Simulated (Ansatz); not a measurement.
## Lattice dynamics of In (I4/mmm, 1 atom in the cell)

The cell of In (I4/mmm, 1 atom in the cell) is at rest. What are its phonons?

Program: Ansatz 0.2.0. Level of theory: DFT PBEsol, scalar-relativistic, plane waves, PAW; PAW set soft_1. Results are calculated unless marked as measured.

**1. Set-up**

Symmetry: I4/mmm, No. 139, tetragonal system. The conventional cell has a = 3.172 Å, b = 3.172 Å, c = 5.079 Å, α = 90.00°, β = 90.00°, γ = 90.00°. Nearest to In lie 12 In at 3.17 to 3.39 Å.

**2. Response at finite wavevector**

The cell comes from relaxations at this level that are not shown. Stability and thermal properties need the whole zone. Linear response on a 4×4×4 q mesh gives force constants as far as a supercell of that size would.

File input.yaml:

```yaml
crystal:
  lattice:
    - [-1.5861972187, 1.5861972187, 2.5396350987]
    - [1.5861972187, -1.5861972187, 2.5396350987]
    - [1.5861972187, 1.5861972187, -2.5396350987]
  atoms:
    - { symbol: In, position: [0.0, 0.0, 0.0] }
kpoints:
  mp_grid: { grid: [20, 20, 20] }
hamiltonian:
  xc: pbesol
  pseudopotentials: { kind: paw, azcp: { folder: soft_1 }, xc_functional: pbe }
scf:
  occupations: { method: methfessel_paxton, width: 0.2 }
output:
  eigenvalues: true
phonons:
  method: dfpt
  qmesh: [4, 4, 4]
  temperatures: { t_max: 1000, t_step: 50 }
  qpath:
    path:
      - [[0.0, 0.0, 0.0], [0.0, 0.0, 0.5], [0.25, 0.25, 0.25], [0.0, 0.5, 0.0], [0.0, 0.0, 0.0], [0.5, 0.5, -0.5], [0.34752405, 0.65247595, -0.34752405]]
      - [[-0.34752405, 0.34752405, 0.34752405], [0.0, 0.0, 0.0]]
      - [[0.0, 0.0, 0.5], [-0.1950481, 0.1950481, 0.5]]
      - [[0.5, 0.5, -0.1950481], [0.5, 0.5, -0.5]]
    npoints: 10
```

Command:

```bash
ansatz run input.yaml --threads 4 --pin off --max-ram 10240MiB --backend cpu --events-out ev --progress --plain --runs-dir out
```

Numbers of over 12 decimals in the logs are rounded to 6 here.

Output:

```text
Engine: ansatz 0.2.0, aarch64-unknown-linux-gnu
Pseudopotentials: kind: paw
Pseudopotential: In, paw, valence charge 13, recommended cutoff 420 eV (normal), soft_1/In.paw.azcp
Functional definition: PBEsol
  exchange = pbesol_x
  correlation = pbesol_c
Crystal: 1 atoms, lattice volume = 25.559 Å³
Basis set: ecut = 420 eV, 501 PW (Γ), exchange–correlation on 48×48×48 points (8 copies of the dense FFT grid, shifted against one another)
Bands: 11, of which v1, the nominal top of the filled ones, is band 7 counted from 1 (6 counted from 0)
Symmetry: 16 space group operations
k-points: 641 of 8000
Non-local potential: In, projectors of the file, l = 0: 2, l = 1: 2, l = 2: 2, l = 3: 1
PAW form: soft (Blöchl's): semilocal exchange-correlation on the pseudo side does not see the compensation charge
PAW frozen core: In, regenerated for the run's functional, and the local potential with it (the file was generated under x = pbe(κ = 0.804, μ = 0.219515), c = pbe(β = 0.066725))
PAW one-centre angular grid: In, 590 points (default); XC on 64 Gauss nodes
Initial density: superposition of atomic densities (chi_scale 0.1, normalization cell)
Initial wavefunctions: pseudopotential atomic-orbital guess
Functional: x = pbesol(κ = 0.804, μ = 0.123457), c = pbesol(β = 0.046)
SCF iter   1: F=—  HF=-5525.508027 eV  |F-HF|=—  |Δ(HF+E_count)|=         —  Δρ=1.62e-2  dr2=9.25e-2  ethr=3.10e-3  ⟨swp⟩=5.1  Hψ=44127  notcnv=0
preconditioner: auto → none  [metal: Δε(μ)=0.011 eV  Ē_g=19.370 eV  σ=0.200 eV  W_gap=0.05  n_scr=8 (ndim 8)  ℏωp=26.5 eV  f_vac=0.000  D(μ)=0.43/eV (n_scr^D=0)  sad-step TF]
SCF iter   2: F=—  HF=-5525.475937 eV  |F-HF|=—  |Δ(HF+E_count)|=   3.21e-2  S|Δr|=    0.00e0  Δρ=9.79e-3  dr2=2.83e-2  ethr=7.12e-4  ⟨swp⟩=1.3  Hψ=12710  notcnv=0  defer=1
SCF iter   3: F=—  HF=-5525.469209 eV  |F-HF|=—  |Δ(HF+E_count)|=   6.73e-3  S|Δr|=    0.00e0  Δρ=1.80e-3  dr2=6.83e-4  ethr=2.18e-4  ⟨swp⟩=2.1  Hψ=10932  notcnv=0  defer=21
SCF iter   4: F=—  HF=-5525.469130 eV  |F-HF|=—  |Δ(HF+E_count)|=   7.98e-5  S|Δr|=    0.00e0  Δρ=7.61e-5  dr2=5.64e-7  ethr=5.25e-6  ⟨swp⟩=1.6  Hψ=11223  notcnv=0  defer=205
SCF iter   5: F=—  HF=-5525.469130 eV  |F-HF|=—  |Δ(HF+E_count)|=   1.24e-7  S|Δr|=    0.00e0  Δρ=1.25e-5  dr2=2.30e-8  ethr=4.34e-9  ⟨swp⟩=2.0  Hψ=11053  notcnv=0  defer=205
SCF iter   6: F=—  HF=-5525.469130 eV  |F-HF|=—  |Δ(HF+E_count)|=   4.65e-9  S|Δr|=    0.00e0  Δρ=1.89e-6  dr2=8.04e-10  ethr=1.77e-10  ⟨swp⟩=2.0  Hψ=10938  notcnv=0  defer=205
SCF iter   7: F=-5525.469130 eV  HF=-5525.469130 eV  |F-HF|=1.18e-11  |Δ(HF+E_count)|=  4.26e-10  S|Δr|=    0.00e0  Δρ=2.19e-7  dr2=9.95e-12  ethr=1.00e-12  ⟨swp⟩=6.7  Hψ=33719  notcnv=0
SCF 1 converged in 7 iterations: F = -5525.469130 eV  dr2 = 9.95e-12
  greatest PAW one-centre occupation: 0.981 electrons in one spin orbital (limit 2), on the In atom at site 0 (counted from 0), in its partial waves of l = 2
NSCF: frozen V_eff on 641 k-points
WARN: eigensolver did not converge in 20 slots of this pass, the one above among them; of largest residual over every band (k=602): 1 band(s) unlocked (lowest unlocked band 10, counted from 0; max residual 3.82e-4 eV among the unlocked bands, 3.82e-4 eV over every band); of lowest unlocked band (k=0): band 10
NSCF: frozen V_eff on 1166 k-points
DFPT response loops at q = (0, 0, 0) (fractional): preconditioner auto → Kerker (q_TF=auto, 2.438 Å⁻¹) (partly filled bands, converged f_vac=0.000); β = 1.00, the filter's whole step (`scf.mixing.beta` (0.50) is not read by the response loops under this deck's `scf.mixing.preconditioner`; to damp them name `kerker` or `kerker_dos`, under which they read `scf.mixing.beta`, and type it under 1.00, their step now; both keys bind the ground state too); Broyden in place of MSR1
NSCF: frozen V_eff on 8400 k-points
DFPT response loops at q = (0, 0, 0.25) (fractional): mixed as the last ones told, above
NSCF: frozen V_eff on 4224 k-points
DFPT response loops at q = (0, 0, -0.5) (fractional): mixed as the last ones told, above
NSCF: frozen V_eff on 8400 k-points
DFPT response loops at q = (0, 0.25, 0) (fractional): mixed as the last ones told, above
NSCF: frozen V_eff on 16000 k-points
DFPT response loops at q = (0, 0.25, 0.25) (fractional): mixed as the last ones told, above
NSCF: frozen V_eff on 4224 k-points
DFPT response loops at q = (0, -0.5, 0) (fractional): mixed as the last ones told, above
NSCF: frozen V_eff on 16000 k-points
DFPT response loops at q = (0, -0.5, 0.25) (fractional): mixed as the last ones told, above
NSCF: frozen V_eff on 4060 k-points
DFPT response loops at q = (0.25, 0.25, 0.25) (fractional): mixed as the last ones told, above
NSCF: frozen V_eff on 4420 k-points
DFPT response loops at q = (0.25, 0.25, -0.25) (fractional): mixed as the last ones told, above
NSCF: frozen V_eff on 8400 k-points
DFPT response loops at q = (0.25, -0.5, -0.5) (fractional): mixed as the last ones told, above
NSCF: frozen V_eff on 4420 k-points
DFPT response loops at q = (0.25, -0.25, 0.25) (fractional): mixed as the last ones told, above
NSCF: frozen V_eff on 8400 k-points
DFPT response loops at q = (0.25, -0.25, -0.5) (fractional): mixed as the last ones told, above
NSCF: frozen V_eff on 2332 k-points
DFPT response loops at q = (-0.5, -0.5, -0.5) (fractional): mixed as the last ones told, above
SCF converged after 7 iterations
Stability not checked: this state was not tested for a lower state beside it, because cold or Methfessel-Paxton smearing, or corrected tetrahedra, fill the levels in a way that the test cannot read (fill_not_monotonic; see scf.lower_state_search)
Free energy (F): -5525.469130 eV
Harris-Foulkes:  -5525.469130 eV  (|F-HF|=1.18e-11)
Internal energy: -5525.469130 eV  (E = F + TS)
E sigma→0 (E₀):  -5525.469130 eV
Entropy (-TS):   0.000000 eV (0.000 meV/atom)
Fermi energy:    10.494071 eV
--- Per-component energies (eV) ---
  E_band       = -19.940546
  E_kinetic    = 217.165553
  E_local      = -999.402193  (includes V_loc(G=0)·N_el)
  E_nonlocal   = 328.008024
  E_hartree    = 398.941163
  E_xc         = -142.741936
  E_vxc        = -90.779853  (∫ρ·V_xc dr)
  E_paw        = -4135.134762  (= ΣΔE_a)
  E_vpaw       = -272.814659  (= ΣTr[D̂ρ^β])
  E_aug_tail   = 0.000133  (compensation charges beyond the density's cutoff)
  E_ewald      = -1192.541014
  E_core_change = 0.235903  (= ΣΔE_core)
  E_smearing   = 0.000000  (= −TS)
  E_closure    = 0.000000  (closes the sum)
  Σ components = -5525.469130   (vs F -5525.469130, Δ=0.00e0)
--- Band table (eV; the first three rows and the last of 641) ---
  k-point 0: bands = [... 3 lower, -4.0065, -3.8166, 0.7675, 21.2340, 21.2340, 21.4597, 22.2210, 24.5248]
  k-point 1: bands = [... 3 lower, -4.0018, -3.8228, 0.8479, 20.6721, 20.9149, 20.9246, 21.8265, 24.5630]
  k-point 2: bands = [... 3 lower, -3.9892, -3.8410, 1.0903, 19.5605, 19.8642, 20.1779, 21.0778, 24.8282]
  k-point 640: bands = [... 3 lower, -3.7157, -3.7157, 6.9981, 7.4488, 15.7794, 15.7794, 19.2491, 19.4119]
--- Phonons (Γ-DFPT): 2 representative perturbations + reference (Σ response iterations 6) ---
  ASR residual: 3.963e-5 → 0.000e0 eV/Å²; symmetrization residual: 1.118e-12 eV/Å²
  ASR residual per site (eV/Å²): 3.96e-5
  Γ frequencies (cm⁻¹): 0.00 0.00 0.00
--- Phonons (arbitrary-q DFPT): 13 irreducible q on the 4×4×4 mesh ---
  q = [0.0000, 0.0000, 0.0000] (star 1, of the zone-centre solve; hermiticity 2.53e-8, symmetrization 2.65e-8): -0.00 0.00 0.00
  q = [0.0000, 0.0000, 0.2500] (star 4, 2 solved perturbations in 6410 linear systems a pass and spin channel, the states on 4200 of 8000 k-point pairs; hermiticity 4.82e-13, symmetrization 1.34e-12): 30.04 53.54 82.42
  q = [0.0000, 0.0000, -0.5000] (star 2, 2 solved perturbations in 3278 linear systems a pass and spin channel, the states on 2112 of 8000 k-point pairs; hermiticity 2.78e-8, symmetrization 1.41e-8): 40.92 85.72 118.97
  q = [0.0000, 0.2500, 0.0000] (star 8, 3 solved perturbations on 4200 of 8000 k-point pairs; hermiticity 3.81e-7, symmetrization 7.62e-13): 19.09 28.42 79.55
  q = [0.0000, 0.2500, 0.2500] (star 16, 3 solved perturbations on 8000 of 8000 k-point pairs: no pair is spared here; hermiticity 5.76e-6, symmetrization 1.69e-16): 47.26 70.19 112.18
  q = [0.0000, -0.5000, 0.0000] (star 4, 3 solved perturbations on 2112 of 8000 k-point pairs; hermiticity 1.83e-7, symmetrization 1.75e-9): 19.57 40.34 119.02
  q = [0.0000, -0.5000, 0.2500] (star 8, 2 solved perturbations in 12200 linear systems a pass and spin channel, the states on 8000 of 8000 k-point pairs; hermiticity 9.41e-7, symmetrization 1.17e-14): 41.76 74.13 91.96
  q = [0.2500, 0.2500, 0.2500] (star 2, 2 solved perturbations in 3146 linear systems a pass and spin channel, the states on 2030 of 8000 k-point pairs; hermiticity 3.26e-13, symmetrization 2.67e-13): 49.65 104.85 104.85
  q = [0.2500, 0.2500, -0.2500] (star 2, 2 solved perturbations in 3420 linear systems a pass and spin channel, the states on 2210 of 8000 k-point pairs; hermiticity 4.35e-13, symmetrization 4.73e-13): 26.14 26.14 74.40
  q = [0.2500, -0.5000, -0.5000] (star 8, 3 solved perturbations on 4200 of 8000 k-point pairs; hermiticity 9.17e-7, symmetrization 3.70e-8): 31.91 71.72 98.12
  q = [0.2500, -0.2500, 0.2500] (star 4, 3 solved perturbations on 2210 of 8000 k-point pairs; hermiticity 2.49e-13, symmetrization 2.12e-13): 24.83 63.46 110.44
  q = [0.2500, -0.2500, -0.5000] (star 4, 2 solved perturbations in 6410 linear systems a pass and spin channel, the states on 4200 of 8000 k-point pairs; hermiticity 1.93e-8, symmetrization 2.32e-8): 72.42 79.64 90.78
  q = [-0.5000, -0.5000, -0.5000] (star 1, 2 solved perturbations in 1807 linear systems a pass and spin channel, the states on 1166 of 8000 k-point pairs; hermiticity 3.00e-9, symmetrization 1.11e-9): 42.32 42.32 101.29
  sum rule: each row above includes the acoustic sum rule's correction from the zone centre's row sums; it moved no ω² by more than (0.31 cm⁻¹)²
  mesh force constants: q→R imaginary residual 0.00e0; ASR residual 3.963e-5 → 0.000e0 eV/Å²; symmetrization residual 6.661e-16 eV/Å²
  interpolated dispersion: 94 rows × 3 modes
  density of states and harmonic sums: on the 24×24×28 q-mesh, interpolated from the force constants of a 4×4×4 supercell (no non-analytic term)
  largest difference from the sums on the solved wave vectors: F 1.07e-2 eV, S 1.48e-5 and C_V 4.02e-6 eV/K
  zero-point energy: 0.012266 eV/cell   skipped modes (ω ≤ 0): 3   left out of the sums: 6.20e-5 of the cell's modes: C_V's classical limit lies that fraction below 3 k_B per atom; for a crystal, a wire or a layer, F and S can be off by more, and a phonons.interpolated_qmesh denser along its periods is the remedy for the sampling
```

Wall time 8.7 min (4 threads of Arm Neoverse V1, shared host); peak memory 5 GiB; 34 min of CPU time.

This step gave:

```yaml
volume_per_atom: 25.56 Å³
gap_on_the_k_mesh: 0 eV
sum_rule_residual_before_enforcement: 3.96e-5 eV/Å²
lowest_frequency_on_the_path: 0 cm⁻¹
highest_frequency_on_the_path_or_at_a_solved_wavevector: 119.0 cm⁻¹
mean_frequency: 66 cm⁻¹
debye_temperature_second_moment: 134 K
logarithmic_mean_frequency: 58.5 cm⁻¹
lowest_mode_on_the_q_mesh_acoustic_modes_at_gamma_apart: 19.09 cm⁻¹
zero_point_energy_per_atom: 12.27 meV
heat_capacity_at_300_k: 24.69 J/(mol atoms K)
vibrational_entropy_at_300_k: 56.76 J/(mol atoms K)
```

Frequencies (cm⁻¹) solved at each irreducible wavevector; negative means imaginary. Frequencies by wavevector, by row:

```
q in reciprocal lattice units  star  mode 1  mode 2  mode 3
                        0 0 0     1       0       0       0
                     0 0 0.25     4      30    53.5    82.4
                     0 0 -0.5     2    40.9    85.7     119
                     0 0.25 0     8    19.1    28.4    79.5
                  0 0.25 0.25    16    47.3    70.2   112.2
                     0 -0.5 0     4    19.6    40.3     119
                  0 -0.5 0.25     8    41.8    74.1      92
               0.25 0.25 0.25     2    49.6   104.8   104.8
              0.25 0.25 -0.25     2    26.1    26.1    74.4
               0.25 -0.5 -0.5     8    31.9    71.7    98.1
              0.25 -0.25 0.25     4    24.8    63.5   110.4
              0.25 -0.25 -0.5     4    72.4    79.6    90.8
               -0.5 -0.5 -0.5     1    42.3    42.3   101.3
```

Interpolated from a 4×4×4 q mesh. The phonon branches at the labelled points (cm⁻¹):

```
     point  branch 1  branch 2  branch 3
         Γ         0         0         0
   halfway        30        54        82
         X        41        86       119
   halfway        46        92       115
         P        50       105       105
   halfway        45        72       114
         N        20        40       119
   halfway        19        28        80
         Γ         0         0         0
   halfway        26        26        74
         M        42        42       101
   halfway        39        67        98
         S        32        88        99
jump to S0        32        88        99
   halfway        21        38        92
         Γ         0         0         0
 jump to X        41        86       119
   halfway        50        84       114
         R        69        78       101
jump to G′        69        78       101
   halfway        58        69        94
         M        42        42       101
```

The phonon branches as a text plot (rows in cm⁻¹; labels by their first letter):

```
    117 |        ***     ****                           **
    112 |       *   *   *    *                   *        *
    107 |      *     ***                        *
    102 |            **       *           ***     *        *    *
     97 |           *                        * *               *
     92 |     *    *   *       *         *    *    *        ***
     87 |        **                           **        **
     82 |    *  *       *               *       *         * *
     77 |                              *            *      * *
     72 |      *                                 *          *
     67 |   *                   *            *             *  *
     62 |     *                       *              *       *
     57 |                *                                *   *
     52 |  * *                              *     *            *
     47 |           ***** *      *                       *     *
     42 |   *   ****     ****             ***         * *       *
     37 | *   **             **          *   **    *
     32 |  * *                 *     *  *      *
     27 |                              *        **  *
     22 | * *              * ****     *           **   *
     17 |*                  *   *** *               **
     12 |* *                     *                    *
      7 | *                       *  *                **
      2 |*                        ***                  *
         Γ       X   P      N      Γ       M  S|S      Γ|XR|G   M
```

[end of part 1 of 2]

[Logs are printed without paths, hosts, clocks, repeated set-up lines and the standing remarks that a program may print on its own settings, such as how far it seeks lower states.]

[Hosts, paths, dates, database ids (printed as entryN), source tags and the programs' standing remarks are cut or masked in the printed files.]
